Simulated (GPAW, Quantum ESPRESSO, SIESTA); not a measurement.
# Out-of-plane response of diamond Si under biaxial strain, QE, PBE

Calculated with Quantum ESPRESSO 7.5: PBE; plane waves, GBRV 1.5 ultrasoft, 45/270 Ry; k-mesh 4×4×4. The first two cell vectors are strained alike from typed lattice constants; the third vector's length and the atoms are relaxed.

```
in-plane strain (%)  100 ln(c/c at zero strain)
                 -4                       2.841
                 -3                       2.124
                 -2                       1.346
                 -1                       0.619
                  0                           0
                 +1                      -0.792
                 +2                      -1.513
                 +3                      -2.328
                 +4                           ?
```

Task: Fit a second-order form in the logarithmic strain to the rows given and extrapolate to the withheld row.

Worked fit:

With u = ln[(1 + ε)/(1 + ε0)], counted from the row at ε0 = +0 % where y0 = 0, a second-order form y = y0 + a u + b u² makes v = (y − y0)/u a line in u.

| u | v |
| --- | --- |
| -0.0408220 | -69.5948 |
| -0.0304592 | -69.7326 |
| -0.0202027 | -66.6247 |
| -0.0100503 | -61.5900 |
| 0.00995033 | -79.5953 |
| 0.0198026 | -76.4040 |
| 0.0295588 | -78.7583 |

With n = 7: mean u = -0.00603178, mean v = -71.7571, Σ(u − ū)² = 0.0042136, Σ(u − ū)(v − v̄) = -0.73276. Slope b = -0.73276 / 0.0042136 = -173.91; intercept a = v̄ − b ū = -72.806.

At the withheld row u = 0.03922, v = a + b u = -79.63, and y = y0 + u v.

Prediction at +4: -3.123. The run gave -3.184, so the fit is high by 0.061 (1.9 % of the value).

The first-order term says that the third edge changes by -0.73 % for each per cent of in-plane stretch at ε0. The second-order term makes up 8.6 % of v at the withheld row. Among the rows given, the largest miss of the fit is at -4, by 0.16 (2.6 % of the range of the table).

Limits: The nuclei are static. The DFT runs use Fermi–Dirac occupations of width 0.01 eV, and energies are free energies. The rows don't follow a smooth parabola (r.m.s. departure 0.7 % of their range), so v is no line in u and the first-order term is poorly fixed; a kink, the k-mesh or scatter of the relaxations can each do this.

[Logs are printed without paths, hosts, clocks, repeated set-up lines and the standing remarks that a program may print on its own settings, such as how far it seeks lower states.]

[Hosts, paths, dates, database ids (printed as entryN), source tags and the programs' standing remarks are cut or masked in the printed files.]
